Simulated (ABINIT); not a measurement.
Records of electronic-structure calculations.

MgO (Fm-3m): G0W0 with ABINIT, start to end. The structure is cubic, space group Fm-3m (No. 225). The conventional cell has a = 4.194 Å, b = 4.194 Å, c = 4.194 Å, α = 90.00°, β = 90.00°, γ = 90.00°. Nearest to Mg lie 6 O at 2.10 Å. O has 6 Mg at 2.10 Å nearest. Farther neighbours, and contacts between anions beyond the nearest, are not listed. The calculation used RPA screening on PBE, plane waves, norm-conserving pseudopotentials (and 2 further levels or steps) in ABINIT 10.8.3, with cutoff 38 Ha, PseudoDojo scalar-relativistic 0.4.1 standard, norm-conserving, potential set dojo-sr-pbe-0.4.1-standard, ngkpt (6, 6, 6), nband 109, ecuteps 8.8 Ha, inclvkb 2, shiftk (0, 0, 0), symchi 1, awtr 1, frequency ppm, 6×6×6 k-mesh. The PBE gap is 4.89 eV, direct. The G0W0 gap on the mesh is 7.22 eV. The GW settings are 6×6×6 mesh, 109 bands, screening to 239.5 eV, Godby-Needs plasmon pole and the known limits are short of the basis limit. It took 5 runs, 59 s in all on 8 MPI ranks of INTEL XEON PLATINUM 8581C at 2.10GHz (Emerald Rapids), shared host. G0W0 moves the gap on the mesh from 4.89 eV to 7.22 eV (+2.33 eV), with Z of 0.81 and 0.85 at the edges. Local fields lower the RPA ε∞ on this mesh from 3.24 to 3.02. The cell and positions are those that the Materials Project relaxed with its own functionals (PBE, PBE+U or r2SCAN), kept fixed.

[Paths, hosts, dates, memory and timing lines, banners, echoed tables and standing remarks are left out of the program output; an Ansatz launch command may be rebuilt from the run's recorded settings. Measured values are a selection of at most five: reports struck by readers or far from the other reports are left out. None is set beside runs whose start may be inverted or whose files or cutoffs have a known fault.]

[Runs of the session that timed out or met a known fault of the program may be left out.]

[Hosts, paths, dates, database ids (printed as entryN), source tags and the programs' standing remarks are cut or masked in the printed files.]

[G0W0 gaps are taken among the corrected bands and points alone; a level outside them can change the order at an edge.]

[Where Ansatz stands beside ABINIT at settings called matched, ABINIT's density can come from a denser mesh and the files from another edition; pairs whose starting gaps differed by over 0.03 eV were left out, so agreement reads better than it is.]
